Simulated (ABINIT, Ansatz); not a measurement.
Quasiparticle gap of SnF4 (I4/mmm) in ABINIT. The structure is tetragonal, space group I4/mmm (No. 139). The conventional cell has a = 4.050 Å, b = 4.050 Å, c = 7.930 Å, α = 90.00°, β = 90.00°, γ = 90.00°. Sn has 6 F at 1.88 to 2.03 Å nearest. Nearest to F lie 1 Sn at 1.88 Å. F has 2 Sn at 2.03 Å nearest. Farther neighbours, and contacts between anions beyond the nearest, are not listed. The calculation used RPA screening on PBEsol, plane waves, norm-conserving pseudopotentials (and 2 further levels or steps) in ABINIT 10.8.3, with cutoff 38 Ha, PseudoDojo scalar-relativistic 0.4 stringent, norm-conserving, potential set dojo-sr-pbesol-0.4-stringent, ngkpt (4, 4, 4), nband 104, ecuteps 5.2 Ha, inclvkb 2, shiftk (0, 0, 0), symchi 1, awtr 1, frequency ppm, 4×4×4 k-mesh. The PBEsol gap is 3.41 eV, indirect, the G0W0 gap on the mesh is 7.14 eV and the GW settings are 4×4×4 mesh, 104 bands, screening to 141.5 eV, Godby-Needs plasmon pole. The known limits are short of the basis limit; no spin-orbit coupling. It took 5 runs, 18 min in all on 8 MPI ranks of Arm Neoverse N1, shared host. G0W0 moves the gap on the mesh from 3.41 eV to 7.14 eV (+3.72 eV), with Z of 0.81 and 0.86 at the edges. Local fields lower the RPA ε∞ on this mesh from 2.50 to 2.39. The program's warnings: nkpt*nsppol () is not a multiple of nproc spkpt (). The cell and positions come from the Crystallography Open Database and are kept as given unless a step says otherwise. Limits: no spin-orbit coupling.

```xyz
5
Lattice="-2.0250 2.0250 3.9650 2.0250 -2.0250 3.9650 2.0250 2.0250 -3.9650" Properties=species:S:1:pos:R:3 pbc="T T T"
Sn    0.0000    0.0000    0.0000
F     0.0000    0.0000    1.8794
F     0.0000    0.0000    6.0506
F     0.0000    2.0250    0.0000
F     2.0250    0.0000    0.0000
```

[Long decimals in the printed logs are rounded to 6 places.]

[Logs are printed without paths, hosts, clocks, repeated set-up lines and the standing remarks that a program may print on its own settings, such as how far it seeks lower states.]

[Paths, hosts, dates, memory and timing lines, banners, echoed tables and standing remarks are left out of the program output; an Ansatz launch command may be rebuilt from the run's recorded settings. Measured values are a selection of at most five: reports struck by readers or far from the other reports are left out. None is set beside runs whose start may be inverted or whose files or cutoffs have a known fault.]

[Runs of the session that timed out or met a known fault of the program may be left out.]

[Hosts, paths, dates, database ids (printed as entryN), source tags and the programs' standing remarks are cut or masked in the printed files.]

[G0W0 gaps are taken among the corrected bands and points alone; a level outside them can change the order at an edge.]

[Where Ansatz stands beside ABINIT at settings called matched, ABINIT's density can come from a denser mesh and the files from another edition; pairs whose starting gaps differed by over 0.03 eV were left out, so agreement reads better than it is.]
